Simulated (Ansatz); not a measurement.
## (LiCl)1(MgS)3 [001] superlattice, started as rocksalt type: phonons and vibrational spectra

Aim: the vibrations of (LiCl)1(MgS)3 [001] superlattice, started as rocksalt type, their spectra, and whether the structure is stable.

Calculated with Ansatz 0.2.0; DFT PBE, scalar-relativistic, plane waves, PAW.

The structure was built from a prototype and need not be the compound's stable phase.

## (1) The structure

The structure is tetragonal, space group P4/mmm (No. 123). Conventional cell: a = 3.666 Å, b = 3.666 Å, c = 10.370 Å, α = 90.00°, β = 90.00°, γ = 90.00°. Nearest to Cl lie 2 Mg at 2.59 Å and 4 Li at 2.59 Å. Nearest to Li lie 2 S at 2.59 Å and 4 Cl at 2.59 Å. Nearest to Mg lie 5 S at 2.59 Å and 1 Cl at 2.59 Å. Mg has 6 S at 2.59 Å nearest. Nearest to S lie 5 Mg at 2.59 Å and 1 Li at 2.59 Å. Nearest to S lie 6 Mg at 2.59 Å. Farther neighbours and most contacts between anions are not listed.

As a file:

```cif
data_structure
_symmetry_space_group_name_H-M 'P 1'
_symmetry_Int_Tables_number 1
_cell_length_a 3.6663
_cell_length_b 3.6663
_cell_length_c 10.3700
_cell_angle_alpha 90.000
_cell_angle_beta 90.000
_cell_angle_gamma 90.000
_cell_volume 139.39
loop_
_atom_site_label
_atom_site_type_symbol
_atom_site_fract_x
_atom_site_fract_y
_atom_site_fract_z
_atom_site_occupancy
Cl1 Cl 0.50000 0.50000 0.00000 1
Li2 Li 0.00000 0.00000 0.00000 1
Mg3 Mg 0.50000 0.50000 0.25000 1
Mg4 Mg 0.00000 0.00000 0.50000 1
Mg5 Mg 0.50000 0.50000 0.75000 1
S6 S 0.00000 0.00000 0.25000 1
S7 S 0.50000 0.50000 0.50000 1
S8 S 0.00000 0.00000 0.75000 1
```

## (2) Relaxation

Harmonic phonons are second derivatives at a point where the forces vanish, and they are wanted at zero stress, so atoms and cell are relaxed first.

input.yaml reads:

```yaml
crystal:
  lattice:
    - [2.5925, 2.5925, 0.0]
    - [-2.5925, 2.5925, 0.0]
    - [0.0, 0.0, 10.37]
  atoms:
    - { symbol: Cl, position: [0.5, 0.5, 0.0] }
    - { symbol: Li, position: [0.0, 0.0, 0.0] }
    - { symbol: Mg, position: [0.5, 0.5, 0.25] }
    - { symbol: Mg, position: [0.0, 0.0, 0.5] }
    - { symbol: Mg, position: [0.5, 0.5, 0.75] }
    - { symbol: S, position: [0.0, 0.0, 0.25] }
    - { symbol: S, position: [0.5, 0.5, 0.5] }
    - { symbol: S, position: [0.0, 0.0, 0.75] }
kpoints:
  mp_grid: { grid: [6, 6, 2] }
hamiltonian:
  xc: pbe
scf:
  occupations: { method: gaussian, width: 0.02 }
output:
  forces: true
  stress: true
  eigenvalues: true
relax:
  adjacent_minimum: "off"
  f_tol: 0.005
  max_steps: 80
  cell: { stress_tol: 0.05 }
```

Run with:

```bash
ansatz run input.yaml --threads 4 --pin off --max-ram 14336MiB --backend cpu --events-out ev --progress --plain --runs-dir out
```

Numbers of over 12 decimals in the logs are rounded to 6 here.

The log of the run:

```text
Engine: ansatz 0.2.0, aarch64-unknown-linux-gnu
Pseudopotentials: kind: paw
Pseudopotential: Cl, paw, valence charge 7, recommended cutoff 420 eV (normal), Cl.paw.azcp
Pseudopotential: Li, paw, valence charge 3, recommended cutoff 420 eV (normal), Li.paw.azcp
Pseudopotential: Mg, paw, valence charge 10, recommended cutoff 420 eV (normal), Mg.paw.azcp
Pseudopotential: S, paw, valence charge 6, recommended cutoff 420 eV (normal), S.paw.azcp
Functional definition: PBE
  parameter kappa = 0.804
  parameter beta = 0.066725
  exchange = pbe_x(kappa = kappa, mu = beta*pi^2/3)
  correlation = pbe_c(beta = beta)
Crystal: 8 atoms, lattice volume = 139.395 Å³
Basis set: ecut = 420 eV, 2755 PW (Γ), exchange–correlation on 50×50×144 points (8 copies of the dense FFT grid, shifted against one another)
Bands: 37, of which v1, the nominal top of the filled ones, is band 29 counted from 1 (28 counted from 0)
Symmetry: 16 space group operations
Space group: P4/mmm (ITA 123), of the structure as read, at distance tolerance 5.2e-5 Å
k-points: 20 of 72
Non-local potential: Cl, projectors of the file, l = 0: 2, l = 1: 2, l = 2: 2
Non-local potential: Li, projectors of the file, l = 0: 3, l = 1: 2, l = 2: 1
Non-local potential: Mg, projectors of the file, l = 0: 3, l = 1: 2, l = 2: 1
Non-local potential: S, projectors of the file, l = 0: 2, l = 1: 2, l = 2: 2
PAW form: soft (Blöchl's): semilocal exchange-correlation on the pseudo side does not see the compensation charge
PAW one-centre angular grid: Cl, 110 points (default); XC on 64 Gauss nodes
PAW one-centre angular grid: Li, 110 points (default); XC on 64 Gauss nodes
PAW one-centre angular grid: Mg, 110 points (default); XC on 64 Gauss nodes
PAW one-centre angular grid: S, 110 points (default); XC on 64 Gauss nodes
Initial density: superposition of atomic densities (neutral atoms: chi_scale 0, normalization atom), corrected by the library's trained network
Initial wavefunctions: pseudopotential atomic-orbital guess
Functional: x = pbe(κ = 0.804, μ = 0.219515), c = pbe(β = 0.066725)
SCF iter   1: F=—  HF=-9773.866276 eV  |F-HF|=—  |Δ(HF+E_count)|=         —  Δρ=8.56e-4  dr2=4.21e-3  ethr=1.77e-3  ⟨swp⟩=8.1  Hψ=3303  notcnv=0
preconditioner: auto → Resta (q_TF=auto, 2.357 Å⁻¹)  ε∞=3.7  [insulator: Δε(μ)=2.745 eV  Ē_g=10.894 eV  σ=0.020 eV  W_gap=1.00  n_scr=26 (ndim 8)  ℏωp=17.8 eV  f_vac=0.000  D(μ)=0.00/eV (n_scr^D=0)  ε∞_Penn≈3.7]
SCF iter   2: F=—  HF=-9773.861696 eV  |F-HF|=—  |Δ(HF+E_count)|=   4.58e-3  Δρ=3.79e-4  dr2=4.62e-4  ethr=7.27e-6  ⟨swp⟩=2.4  Hψ=1425  notcnv=0  defer=41
SCF iter   3: F=—  HF=-9773.861660 eV  |F-HF|=—  |Δ(HF+E_count)|=   3.65e-5  Δρ=1.63e-4  dr2=6.20e-5  ethr=7.97e-7  ⟨swp⟩=2.1  Hψ=854  notcnv=0  defer=41
SCF iter   4: F=—  HF=-9773.862048 eV  |F-HF|=—  |Δ(HF+E_count)|=   3.88e-4  Δρ=5.10e-5  dr2=5.66e-6  ethr=1.07e-7  ⟨swp⟩=2.0  Hψ=933  notcnv=0  defer=41
SCF iter   5: F=—  HF=-9773.862049 eV  |F-HF|=—  |Δ(HF+E_count)|=   1.23e-6  Δρ=1.28e-5  dr2=2.90e-7  ethr=9.76e-9  ⟨swp⟩=2.0  Hψ=989  notcnv=0  defer=41
SCF iter   6: F=-9773.862049 eV  HF=-9773.862049 eV  |F-HF|=1.35e-9  |Δ(HF+E_count)|=   2.05e-7  Δρ=2.44e-6  dr2=9.37e-9  ethr=1.72e-10  ⟨swp⟩=9.2  Hψ=3042  notcnv=0
SCF 1 converged in 6 iterations: F = -9773.862049 eV  dr2 = 9.37e-9
  greatest PAW one-centre occupation: 1.000 electrons in one spin orbital (limit 2), on the Mg atom at site 3 (counted from 0), in its partial waves of l = 0
relax step   1: F+E_penalty+E_count = -9773.86204945 eV  Δ(F+E_penalty+E_count) = +0.000e0 eV  max|allowed force component| = 3.458e-1 eV/Å  Δτ_max = 0.0000 Å  P = +1.129 GPa  Ω = 139.395 Å³  (6 SCF iters, dr2 threshold 1.00e-7 eV, accepted)
Crystal: 8 atoms, lattice volume = 141.147 Å³
Initial density: handed on by an earlier stage of this run
Initial wavefunctions: those handed on with the density
iter 1 solved again at ethr=2.33e-5 eV; its pass at ethr=3.10e-3 eV (dr2=1.35e-2 eV) is discarded
SCF iter   1: F=—  HF=-9773.896506 eV  |F-HF|=—  |Δ(HF+E_count)|=         —  Δρ=2.67e-3  dr2=1.35e-2  ethr=2.33e-5  ⟨swp⟩=1.9  Hψ=3617  notcnv=0
preconditioner: auto → Resta (q_TF=auto, 2.352 Å⁻¹)  ε∞=3.7  [insulator: Δε(μ)=2.813 eV  Ē_g=10.830 eV  σ=0.020 eV  W_gap=1.00  n_scr=26 (ndim 8)  ℏωp=17.7 eV  f_vac=0.000  D(μ)=0.00/eV (n_scr^D=0)  ε∞_Penn≈3.7]
SCF iter   2: F=—  HF=-9773.893588 eV  |F-HF|=—  |Δ(HF+E_count)|=   2.92e-3  Δρ=1.43e-3  dr2=3.12e-3  ethr=2.33e-5  ⟨swp⟩=2.4  Hψ=947  notcnv=0
SCF iter   3: F=—  HF=-9773.892828 eV  |F-HF|=—  |Δ(HF+E_count)|=   7.61e-4  Δρ=2.04e-4  dr2=9.47e-5  ethr=5.38e-6  ⟨swp⟩=2.1  Hψ=1401  notcnv=0
SCF iter   4: F=—  HF=-9773.893188 eV  |F-HF|=—  |Δ(HF+E_count)|=   3.60e-4  Δρ=6.24e-5  dr2=6.38e-6  ethr=1.63e-7  ⟨swp⟩=2.0  Hψ=1218  notcnv=0
SCF iter   5: F=-9773.893189 eV  HF=-9773.893189 eV  |F-HF|=4.92e-8  |Δ(HF+E_count)|=   1.34e-6  Δρ=1.11e-5  dr2=1.92e-7  ethr=1.38e-9  ⟨swp⟩=7.2  Hψ=3078  notcnv=0
SCF 2 converged in 5 iterations: F = -9773.893189 eV  dr2 = 1.92e-7
relax step   2: F+E_penalty+E_count = -9773.89318911 eV  Δ(F+E_penalty+E_count) = -3.114e-2 eV  max|allowed force component| = 7.014e-2 eV/Å  Δτ_max = 0.0368 Å  P = +0.221 GPa  Ω = 141.147 Å³  energy of the carried Pulay correction = -4.102e-5 eV  (5 SCF iters, dr2 threshold 8.00e-7 eV, accepted)
Crystal: 8 atoms, lattice volume = 141.836 Å³
Basis set: ecut = 420 eV, 2779 PW (Γ), exchange–correlation on 50×50×144 points (8 copies of the dense FFT grid, shifted against one another)
iter 1 solved again at ethr=3.23e-6 eV; its pass at ethr=3.10e-3 eV (dr2=1.87e-3 eV) is discarded
SCF iter   1: F=—  HF=-9773.896633 eV  |F-HF|=—  |Δ(HF+E_count)|=         —  Δρ=1.21e-3  dr2=1.91e-3  ethr=3.23e-6  ⟨swp⟩=3.2  Hψ=3581  notcnv=0
preconditioner: auto → Resta (q_TF=auto, 2.351 Å⁻¹)  ε∞=3.7  [insulator: Δε(μ)=2.834 eV  Ē_g=10.799 eV  σ=0.020 eV  W_gap=1.00  n_scr=26 (ndim 8)  ℏωp=17.6 eV  f_vac=0.000  D(μ)=0.00/eV (n_scr^D=0)  ε∞_Penn≈3.7]
SCF iter   2: F=—  HF=-9773.896243 eV  |F-HF|=—  |Δ(HF+E_count)|=   3.90e-4  Δρ=6.21e-4  dr2=4.08e-4  ethr=3.23e-6  ⟨swp⟩=2.3  Hψ=1069  notcnv=0
SCF iter   3: F=—  HF=-9773.896523 eV  |F-HF|=—  |Δ(HF+E_count)|=   2.80e-4  Δρ=1.09e-4  dr2=1.94e-5  ethr=7.04e-7  ⟨swp⟩=2.0  Hψ=1117  notcnv=0
SCF iter   4: F=—  HF=-9773.896525 eV  |F-HF|=—  |Δ(HF+E_count)|=   2.68e-6  Δρ=2.53e-5  dr2=9.84e-7  ethr=3.35e-8  ⟨swp⟩=2.0  Hψ=1240  notcnv=0
SCF iter   5: F=-9773.896526 eV  HF=-9773.896526 eV  |F-HF|=1.66e-9  |Δ(HF+E_count)|=   4.12e-7  Δρ=5.34e-6  dr2=5.80e-8  ethr=1.38e-9  ⟨swp⟩=5.8  Hψ=2860  notcnv=0
SCF 3 converged in 5 iterations: F = -9773.896526 eV  dr2 = 5.80e-8
relax step   3: F+E_penalty+E_count = -9773.89652579 eV  Δ(F+E_penalty+E_count) = -3.337e-3 eV  max|allowed force component| = 2.244e-2 eV/Å  Δτ_max = 0.0146 Å  P = -0.009 GPa  Ω = 141.836 Å³  energy of the carried Pulay correction = -5.701e-5 eV  (5 SCF iters, dr2 threshold 8.00e-7 eV, accepted)
[...]
relax step   4: F+E_penalty+E_count = -9773.89723052 eV  Δ(F+E_penalty+E_count) = -7.047e-4 eV  max|allowed force component| = 2.946e-3 eV/Å  Δτ_max = 0.0082 Å  P = -0.024 GPa  Ω = 141.995 Å³  energy of the carried Pulay correction = -6.070e-5 eV  (5 SCF iters, dr2 threshold 1.14e-7 eV, accepted)
[...]
relax step   5: F+E_penalty+E_count = -9773.89729465 eV  Δ(F+E_penalty+E_count) = -6.413e-5 eV  max|allowed force component| = 5.772e-3 eV/Å  Δτ_max = 0.0009 Å  P = -0.036 GPa  Ω = 142.022 Å³  energy of the carried Pulay correction = -6.132e-5 eV  (4 SCF iters, dr2 threshold 1.43e-8 eV, accepted)
[...]
relax step   6: F+E_penalty+E_count = -9773.89731551 eV  Δ(F+E_penalty+E_count) = -2.086e-5 eV  max|allowed force component| = 9.503e-4 eV/Å  Δτ_max = 0.0014 Å  P = +0.009 GPa  Ω = 141.938 Å³  energy of the carried Pulay correction = -5.939e-5 eV  (5 SCF iters, dr2 threshold 2.08e-9 eV, accepted)
Initial wavefunctions: pseudopotential atomic-orbital guess (no wavefunctions were taken with the density)
iter 1 solved again at ethr=7.48e-8 eV; its pass at ethr=3.10e-3 eV (dr2=4.34e-5 eV) is discarded
SCF iter   1: F=—  HF=-9773.897036 eV  |F-HF|=—  |Δ(HF+E_count)|=         —  Δρ=3.91e-5  dr2=9.21e-8  ethr=7.48e-8  ⟨swp⟩=3.6  Hψ=5332  notcnv=0
preconditioner: auto → Resta (q_TF=auto, 2.350 Å⁻¹)  ε∞=3.7  [insulator: Δε(μ)=2.830 eV  Ē_g=10.793 eV  σ=0.020 eV  W_gap=1.00  n_scr=26 (ndim 8)  ℏωp=17.6 eV  f_vac=0.000  D(μ)=0.00/eV (n_scr^D=0)  ε∞_Penn≈3.7]
SCF iter   2: F=—  HF=-9773.897363 eV  |F-HF|=—  |Δ(HF+E_count)|=   3.27e-4  Δρ=1.97e-5  dr2=2.68e-8  ethr=1.59e-10  ⟨swp⟩=3.0  Hψ=1555  notcnv=0
SCF iter   3: F=—  HF=-9773.897369 eV  |F-HF|=—  |Δ(HF+E_count)|=   5.41e-6  Δρ=9.67e-6  dr2=4.82e-9  ethr=4.62e-11  ⟨swp⟩=2.0  Hψ=1243  notcnv=0
SCF iter   4: F=-9773.897370 eV  HF=-9773.897370 eV  |F-HF|=1.25e-9  |Δ(HF+E_count)|=   1.70e-6  Δρ=3.20e-7  dr2=5.55e-11  ethr=1.00e-12  ⟨swp⟩=3.7  Hψ=3318  notcnv=0
SCF 7 converged in 4 iterations: F = -9773.897370 eV  dr2 = 5.55e-11
relax step   7: F+E_penalty+E_count = -9773.89737030 eV  Δ(F+E_penalty+E_count) = -5.480e-5 eV  max|allowed force component| = 9.361e-4 eV/Å  Δτ_max = 0.0000 Å  P = +0.009 GPa  Ω = 141.938 Å³  stress off target by 9.73e-3 GPa  SCF on the basis re-selected at this cell (its energy is not comparable with the rows above)  (4 SCF iters)
basis re-selected at this cell: Δ(F+E_penalty+E_count) = -5.480e-5 eV, ΔP = +0.000 GPa vs the last step (what re-selecting the basis moved, of the pressure what is left beyond the Pulay correction that the steps carried, after the strain that the cell walked since its last selection, with what the two solves' SCF thresholds leave and, on support functions, any second-order correction that the steps lacked; it is no m [...]
SCF converged after 4 iterations
Free energy (F): -9773.897370 eV
Harris-Foulkes:  -9773.897370 eV  (|F-HF|=1.25e-9)
Internal energy: -9773.897370 eV  (E = F + TS)
E sigma→0 (E₀):  -9773.897370 eV
Fermi energy:    6.753638 eV
--- Per-component energies (eV) ---
  E_band       = -1121.937737
  E_kinetic    = 738.217598
  E_local      = -5697.225111  (includes V_loc(G=0)·N_el)
  E_nonlocal   = 365.427556
  E_hartree    = 2049.905795
  E_xc         = -501.234554
  E_vxc        = -517.137878  (∫ρ·V_xc dr)
  E_paw        = -3359.791207  (= ΣΔE_a)
  E_vpaw       = -111.031631  (= ΣTr[D̂ρ^β])
  E_aug_tail   = 0.000092  (compensation charges beyond the density's cutoff)
  E_ewald      = -3369.197538
  E_smearing   = -0.000000  (= −TS)
  E_closure    = 0.000000  (closes the sum)
  Σ components = -9773.897370   (vs F -9773.897370, Δ=0.00e0)
--- Forces (eV/Å), atoms counted from 1 ---
  atom   1  Cl    -0.00000000     0.00000000     0.00000000
  atom   2  Li     0.00000000     0.00000000     0.00000000
  atom   3  Mg     0.00000000    -0.00000000    -0.00093608
  atom   4  Mg     0.00000000    -0.00000000     0.00000000
  atom   5  Mg     0.00000000    -0.00000000     0.00093608
  atom   6  S      0.00000000     0.00000000     0.00081426
  atom   7  S     -0.00000000    -0.00000000     0.00000000
  atom   8  S      0.00000000    -0.00000000    -0.00081426
  max |Σ_I F_I| component: 1.08e-19 eV/Å
--- Stress (GPa, compression-positive) ---
        0.009728      -0.000000       0.000000
       -0.000000       0.009728       0.000000
        0.000000       0.000000       0.006437
  P = ⅓ Tr σ = 0.0086 GPa (0.086 kbar)
--- Band table (eV; the first three rows and the last of 20) ---
  k-point 0: bands = [... 25 lower, 4.7281, 5.2059, 5.3383, 5.3383, 8.6620, 9.3173, 10.1856, 10.3693, ... 4 higher]
  k-point 1: bands = [... 25 lower, 4.8584, 4.8584, 5.2533, 5.2533, 8.9783, 9.5812, 10.0146, 10.2678, ... 4 higher]
  k-point 2: bands = [... 25 lower, 4.5160, 4.8152, 5.0655, 5.3302, 9.3622, 10.1154, 10.7218, 11.2630, ... 4 higher]
  k-point 19: bands = [... 25 lower, 3.3255, 3.3883, 3.8552, 4.2494, 8.9644, 9.0736, 9.3326, 10.8491, ... 4 higher]
--- Relaxed structure (6 steps of the walk, 6 accepted, 1 SCFs on fresh bases) ---
  F+E_penalty+E_count = -9773.89737030 eV   max|allowed force component| = 9.361e-4 eV/Å   (the final SCF, on the basis selected at the relaxed cell)
  cell:  # Å, volume = 141.9383 Å³
    - [2.599611, 2.599611, 0.0]
    - [-2.599611, 2.599611, 0.0]
    - [0.0, 0.0, 10.501533]
  atoms:
    - { symbol: Cl, position: [0.5, 0.5, 0] }
    - { symbol: Li, position: [0, 0, 0] }
    - { symbol: Mg, position: [0.5, 0.5, 0.255303] }
    - { symbol: Mg, position: [0, 0, 0.5] }
    - { symbol: Mg, position: [0.5, 0.5, 0.744697] }
    - { symbol: S, position: [0, 0, 0.248160] }
    - { symbol: S, position: [0.5, 0.5, 0.5] }
    - { symbol: S, position: [0, 0, 0.751840] }
```

Wall time 11 s (4 threads of Arm Neoverse V1, shared host); peak memory 0.5 GiB; 42 s of CPU time.

Relaxation path:

```csv
step,energy less that of the first step (eV),largest force component (eV/Å),pressure (GPa),volume (Å³)
1,0.0000,0.3458,1.13,139.39
2,-0.0311,0.0701,0.22,141.15
3,-0.0345,0.0224,-0.01,141.84
4,-0.0352,0.0029,-0.02,142.00
5,-0.0352,0.0058,-0.04,142.02
6,-0.0353,0.0009,0.01,141.94
7*,-0.0353,0.0009,0.01,141.94
```

Relaxation steps marked * repeat the geometry before them on a plane-wave basis chosen anew for their cell, so energy and pressure can jump there.

The run keeps the 16 symmetry operations that it works with, so distortions that break them were not tested.

```csv
"conventional cell, symmetrised",before,after,change
a (Å),3.666,3.676,+0.3 %
b (Å),3.666,3.676,+0.3 %
c (Å),10.370,10.502,+1.3 %
volume (Å³/atom),17.42,17.74,+1.8 %
```

The atoms that moved most (Å, as changes of fractional coordinates times the final cell):

```csv
atom,dx,dy,dz,length
Mg3,0.000,0.000,0.056,0.056
Mg5,0.000,0.000,-0.056,0.056
S8,0.000,0.000,0.019,0.019
S6,0.000,0.000,-0.019,0.019
```

A gap read on the k-mesh alone can miss the band edges.

Numbers from this step:

| Quantity | Value |
| --- | --- |
| pressure | 0.008631 GPa |
| gap on the k-mesh | 2.831 eV |
| volume per atom | 17.74 Å³ |
| direct gap on mesh | 3.324 eV |

In this step the volume went from 17.42 to 17.74 Å³/atom.

## (3) Relaxing to small forces for the phonons

Phonons need a cell at rest on their own settings, so the relaxation is repeated with tight tolerances on forces and stress, using the mesh and the filling of the phonon run that follows.

input.yaml reads:

```yaml
crystal:
  lattice:
    - [2.5996112585, 2.5996112585, 0.0]
    - [-2.5996112585, 2.5996112585, 0.0]
    - [0.0, 0.0, 10.5015330296]
  atoms:
    - { symbol: Cl, position: [0.5, 0.5, 0.0] }
    - { symbol: Li, position: [0.0, 0.0, 0.0] }
    - { symbol: Mg, position: [0.5, 0.5, 0.2553027325] }
    - { symbol: Mg, position: [0.0, 0.0, 0.5] }
    - { symbol: Mg, position: [0.5, 0.5, 0.7446972675] }
    - { symbol: S, position: [0.0, 0.0, 0.2481603423] }
    - { symbol: S, position: [0.5, 0.5, 0.5] }
    - { symbol: S, position: [0.0, 0.0, 0.7518396577] }
kpoints:
  mp_grid: { grid: [8, 8, 2] }
hamiltonian:
  xc: pbe
scf:
  occupations: { method: fixed }
output:
  forces: true
  stress: true
  eigenvalues: true
relax:
  adjacent_minimum: "off"
  f_tol: 0.001
  max_steps: 60
  cell: { stress_tol: 0.01 }
```

The log of the run:

```text
[...]
Crystal: 8 atoms, lattice volume = 141.938 Å³
Basis set: ecut = 420 eV, 2811 PW (Γ), exchange–correlation on 50×50×144 points (8 copies of the dense FFT grid, shifted against one another)
Bands: 37, of which v1, the nominal top of the filled ones, is band 29 counted from 1 (28 counted from 0)
Symmetry: 16 space group operations
[...]
k-points: 30 of 128
[...]
- [-2.599361, 2.599361, 0.0]
    - [0.0, 0.0, 10.503903]
  atoms:
    - { symbol: Cl, position: [0.500000, 0.500000, 0] }
    - { symbol: Li, position: [0, 0, 0] }
    - { symbol: Mg, position: [0.500000, 0.500000, 0.255293] }
    - { symbol: Mg, position: [0, 0, 0.500000] }
    - { symbol: Mg, position: [0.500000, 0.500000, 0.744707] }
    - { symbol: S, position: [0, 0, 0.248160] }
    - { symbol: S, position: [0.500000, 0.500000, 0.500000] }
    - { symbol: S, position: [0, 0, 0.751840] }
[key lines of the parts left out:]
SCF converged after 10 iterations
Free energy (F): -9773.900462 eV
Fermi energy:    5.336631 eV
P = ⅓ Tr σ = 0.0011 GPa (0.011 kbar)
```

Wall time 10 s (4 threads); peak memory 0.53 GiB; 38 s of CPU time.

Little changed from the start: no atom moved by 0.005 Å and no cell edge by 0.1 %.

Numbers from this step:

```yaml
pressure: 0.001086 GPa
direct_gap_on_mesh: 3.325 eV
```

The largest force component left is 0.40 meV/Å and the pressure is 0.001 GPa, within the tolerances set. The cell now holds 17.74 Å³/atom.

[end of part 1 of 2]

[Logs are printed without paths, hosts, clocks, repeated set-up lines and the standing remarks that a program may print on its own settings, such as how far it seeks lower states.]

[Hosts, paths, dates, database ids (printed as entryN), source tags and the programs' standing remarks are cut or masked in the printed files.]
